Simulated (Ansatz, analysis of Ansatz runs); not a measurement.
# Local vibrational mode of the bond-centred H+ along c in ZnO (HSE06), part 2 of 2

How near does this set-up come to the measured local vibrational mode? Subject: bond-centred H+ along c in ZnO. Set-up: HSE06, 72-site cell, PBE lattice, 420 eV, k: the zone centre alone, relaxed with the hybrid, anharmonic cut along the mode. The model is a cell of 72 host atoms with 1 H put in. The frequencies come from force constants among the defect atom and its neighbours, with the masses of the isotopes named. Exact exchange opens the gap, stiffens bonds and lessens the self-interaction error, at many times the cost.

Ansatz 0.2.0; HSE06, 72-site cell, PBE lattice, 420 eV, k: the zone centre alone, relaxed with the hybrid, anharmonic cut along the mode.

So far: Set-up; Relaxation, charge +1.

**3. Local vibrational modes**

A local mode lives on the defect and the atoms next to it, so only the sites listed in the input are displaced, which costs far fewer SCF runs than the whole cell would.

This step: plane-wave PAW DFT, HSE06; finite-displacement force constants among the atoms nearest to a defect, the others at rest.

The input, modes/input.yaml:

```yaml
crystal:
  lattice:
    - [9.83855992, 0.0, 0.0]
    - [-4.91927996, 8.52044283, 0.0]
    - [0.0, 0.0, 10.58650209]
  atoms:
    - { symbol: Zn, position: [0.111479046, 0.222318118, 0.250124623] }
    - { symbol: Zn, position: [0.2215626, 0.109740485, 0.001042795] }
[... 1 atom line left out ...]
    - { symbol: O, position: [0.112045923, 0.223909612, 0.43983474] }
[... 6 atom lines left out ...]
    - { symbol: O, position: [0.219040489, 0.443011882, 0.183778156] }
    - { symbol: O, position: [0.112046232, 0.555111412, 0.439836243] }
[... 1 atom line left out ...]
    - { symbol: Zn, position: [0.207252935, 0.437113211, 0.510846605] }
[... 13 atom lines left out ...]
    - { symbol: O, position: [0.445232037, 0.223912413, 0.439827497] }
[... 4 atom lines left out ...]
    - { symbol: Zn, position: [0.444615718, 0.555806037, 0.169528119] }
[... 1 atom line left out ...]
    - { symbol: O, position: [0.557378301, 0.442995779, 0.183759654] }
    - { symbol: O, position: [0.444537515, 0.555747473, 0.466608061] }
[... 1 atom line left out ...]
    - { symbol: Zn, position: [0.563210702, 0.437131417, 0.510812912] }
[... 4 atom lines left out ...]
    - { symbol: O, position: [0.557384999, 0.781377724, 0.183750988] }
[... 2 atom lines left out ...]
    - { symbol: Zn, position: [0.563205191, 0.793041002, 0.510800205] }
[... 26 atom lines left out ...]
    - { symbol: H, position: [0.444429622, 0.555664494, 0.376038888] }
total_charge: 1
basis:
  ecutwfc: 420
  xc_grid: 2
hamiltonian:
  xc: hse06
kpoints:
  mp_grid: { grid: [1, 1, 1] }
scf:
  occupations: { method: fermi_dirac, width: 0.01 }
  max_iter: 120
output: {}
checkpoint:
  read: "../relax.run"
phonons:
  supercell: [1, 1, 1]
  displaced_sites: [35, 72]
```

Command:

```console
$ ansatz run input.yaml --threads 4 --pin off --max-ram 14131MiB --backend cpu --events-out ev --progress --plain --runs-dir out
```

Numbers of over 12 decimals in the logs are rounded to 6 here.

Log:

```text
[...]
Warning: basis.xc_grid 2: finite-displacement phonons take 3 at the least, and a number is run as typed, so the frequencies can be off [figures from the program's tests cut]. [...]
[...]
Crystal: 73 atoms, lattice volume = 887.455 Å³
Basis set: ecut = 420 eV, 17351 PW (Γ), exchange–correlation on 144×144×144 points (8 copies of the dense FFT grid, shifted against one another)
Bands: 397, of which v1, the nominal top of the filled ones, is band 324 counted from 1 (323 counted from 0)
Symmetry: 1 space group operations
k-points: 1
[...]
Stability of the state it starts from, as read at its close in the unpolarized treatment: not read, because the functional holds exact exchange (a hybrid, or Hartree-Fock), whose exchange loop this test does not read (fock_operator)
[...]
Frozen-core exchange: fock
[...]
max |Σ_I F_I| component: 1.88e-4 eV/Å
--- Band table (eV) ---
[...]
--- Phonons: 12 displaced members + reference (amplitude 0.0025 Å, Σ member SCF iterations 175) ---
  symmetry images taken by strict's conditions (phonons.symmetry_images: auto; settled by no image being taken that strict refuses)
  force constants formed among 2 of 73 sites (O 35, H 72); the other 71 at rest. The modes move the named sites alone.
  the frequencies, the zero-point energy and the sums are of the block with the acoustic sum rule laid on its rows. Row sums over every site: 6.9e-4 eV/Å² at the most
  transpose residual: 4.7e-5 eV/Å²
  largest component of a force at the reference: 1.9e-3 eV/Å on a named site, 1.2e-3 eV/Å on a site at rest
  frequencies among the named sites at Γ of the cell (cm⁻¹): 312.53 341.62 341.72 630.11 630.12 3852.76
  unstable modes among the named sites: 0
  frequencies as built, with no sum rule (cm⁻¹): 312.56 341.62 341.72 630.11 630.13 3852.78
  zero-point energy: 0.378701 eV/cell   skipped modes (ω ≤ 0): 0
  not written: the harmonic force-constant file, the file of eigenvectors (these modes' are written with the force constants), the density of states and the dispersion, which are of every site
[key lines of the parts left out:]
Free energy (F): -139943.013519 eV
Fermi energy:    6.730715 eV
```

Run time: 59 min. Hardware: 4 threads of Arm Neoverse V1, shared host; peak memory 3.2 GiB; 3.8 h of CPU time.

This step gave:

| Item | Value |
| --- | --- |
| free energy | -139943.0135 eV |

The modes with the largest weight on the probed atoms (the light atom of a pair), for the masses of each isotope. Modes of the displaced atoms (local only where they lie over the host's phonons):

```
isotopes  mode (cm⁻¹)  share of the defect atoms
       H         3853                      0.944
       H        630.2                      0.878
       H        630.2                      0.879
       D         2802                      0.892
       D        482.6                      0.615
       D        482.5                      0.616
```

**4. Point 1 along the mode**

A light atom samples the curved part of its well, so the energy is mapped along the mode and the one-dimensional Schrödinger equation solved on it.

This step: plane-wave PAW DFT, HSE06; single point of a defect supercell.

cut0/input.yaml, as its differences from modes/input.yaml of step 3:

```diff
@@ -21,3 +21,3 @@
     - { symbol: O, position: [0.557378301, 0.442995779, 0.183759654] }
-    - { symbol: O, position: [0.444537515, 0.555747473, 0.466608061] }
+    - { symbol: O, position: [0.444535654, 0.555746043, 0.465033905] }
 [... 1 atom line left out ...]
@@ -29,3 +29,3 @@
 [... 26 atom lines left out ...]
-    - { symbol: H, position: [0.444429622, 0.555664494, 0.376038888] }
+    - { symbol: H, position: [0.444457767, 0.555686128, 0.401688126] }
 total_charge: 1
@@ -41,7 +41,5 @@
   max_iter: 120
-output: {}
+output:
+  forces: true
 checkpoint:
   read: "../relax.run"
-phonons:
-  supercell: [1, 1, 1]
-  displaced_sites: [35, 72]
```

Log:

```text
[...]
Warning: checkpoint.read: the run can stay near the saved state's solution: 2 site(s) moved relative to the saved geometry (max |Δs| = 2.565e-2 fractional); [...]
[...]
Crystal: 73 atoms, lattice volume = 887.455 Å³
Basis set: ecut = 420 eV, 17351 PW (Γ), exchange–correlation on 144×144×144 points (8 copies of the dense FFT grid, shifted against one another)
Bands: 397, of which v1, the nominal top of the filled ones, is band 324 counted from 1 (323 counted from 0)
Symmetry: 1 space group operations
[...]
k-points: 1
[...]
SCF iter   7: F=-139943.153148 eV  HF=-139943.153176 eV  |F-HF|=2.76e-5  |Δ(HF+E_count)|=   5.82e-5  Δρ=8.03e-5  dr2=4.00e-5  ethr=5.95e-8  ⟨swp⟩=4.0  Hψ=789  notcnv=0
SCF 1 stopped early in 7 iterations: F = -139943.153148 eV  dr2 = 4.00e-5
[...]
Frozen-core exchange: fock
[...]
Internal energy: -139938.355171 eV  (E = F + TS)
E sigma→0 (E₀):  -139938.355171 eV
Fermi energy:    6.735862 eV
[...]
--- Forces (eV/Å), atoms counted from 1 ---
  atom   1  Zn     0.00080810     0.02152973    -0.02642019
  atom   2  Zn     0.00011855     0.00422891     0.00219641
  [... 1 atom left out ...]
  atom   4  O      0.01137910     0.02442802     0.01529066
  [... 6 atoms left out ...]
  atom  11  O     -0.03501896    -0.02023602    -0.00210499
  [... 2 atoms left out ...]
  atom  14  Zn    -0.02923339    -0.01682256     0.05487898
  [... 18 atoms left out ...]
  atom  33  Zn    -0.00018010    -0.00026282     0.21417582
  [... 1 atom left out ...]
  atom  35  O      0.03457008    -0.01988375    -0.00188867
  atom  36  O      0.03283924     0.03557427    47.01961156
  [... 1 atom left out ...]
  atom  38  Zn     0.02922655    -0.01677057     0.05495559
  [... 4 atoms left out ...]
  atom  43  O      0.00005219     0.03968244    -0.00173390
  [... 2 atoms left out ...]
  atom  46  Zn     0.00005558     0.03352047     0.05486514
  [... 26 atoms left out ...]
  atom  73  H     -0.03224269    -0.03486944   -47.33611843
  max |Σ_I F_I| component: 5.99e-4 eV/Å
--- Band table (eV) ---
[...]
[key lines of the parts left out:]
Free energy (F): -139938.355171 eV
```

Run time: 4.1 min. Hardware: 4 threads; peak memory 3.1 GiB.

Numbers from this step:

* free energy: -139938.3552 eV

The series, run alike:

```
                   run    outcome  energy less the first (eV)  moment (μB)     time
point 1 along the mode  converged                      0.0000         0.00  4.1 min
point 2 along the mode  converged                     -2.6765         0.00  4.2 min
point 3 along the mode  converged                     -3.8930         0.00  4.2 min
point 4 along the mode  converged                     -4.4988         0.00  4.2 min
point 5 along the mode  converged                     -4.5435         0.00  4.2 min
point 6 along the mode  converged                     -4.2656         0.00  4.2 min
point 7 along the mode  converged                     -3.9231         0.00  4.2 min
point 8 along the mode  converged                     -3.4841         0.00  4.3 min
point 9 along the mode  converged                     -3.0285         0.00  4.3 min
```

**5. Anharmonic fundamental**

Analysis of the runs above: one-dimensional Schroedinger equation on a polynomial through HSE06 energies along the local mode.

It gives:

```
stretch            : 3693 cm⁻¹
stretch d          : 2712 cm⁻¹
stretch harmonic   : 3853 cm⁻¹
stretch d harmonic : 2802 cm⁻¹
```

Table of energy by normal coordinate:

```
normal coordinate (amu½ Å)  energy (eV)
                    -0.281         4.66
                    -0.206         1.98
                    -0.140        0.765
                    -0.070        0.159
                     0.000            0
                     0.070        0.114
                     0.140        0.392
                     0.206        0.735
                     0.281         1.17
                     0.355         1.63
```

**6. Outcome**

| Property | Result |
| --- | --- |
| distance from the defect atom to its nearest neighbour | 0.959 Å |
| O-H stretch, 1H | 3693 cm⁻¹ |
| O-D stretch, 2H | 2712 cm⁻¹ |
| time of the whole chain | 2 h on 4 threads |

What this shows: O-H stretch, 1H: computed 3693 cm⁻¹, measured 3611.3 cm⁻¹; 82 cm⁻¹ (2 %) above the measurement. O-D stretch, 2H: computed 2712 cm⁻¹, measured 2668 cm⁻¹; 44 cm⁻¹ (2 %) above the measurement. The anharmonic cut moves the O-H stretch, 1H from 3853 to 3693 cm⁻¹; a straight cut leaves out the coupling to the other modes. Only the named neighbours move, so modes near the host's band are approximate. Limits: the zone centre alone is a coarse sampling for this cell.

[Logs are printed without paths, hosts, clocks, repeated set-up lines and the standing remarks that a program may print on its own settings, such as how far it seeks lower states.]

[Hosts, paths, dates, database ids (printed as entryN), source tags and the programs' standing remarks are cut or masked in the printed files.]

[For some hosts the program warned that the k-mesh of the response run may be too coarse for force constants and the static dielectric constant; such warnings are not shown here.]
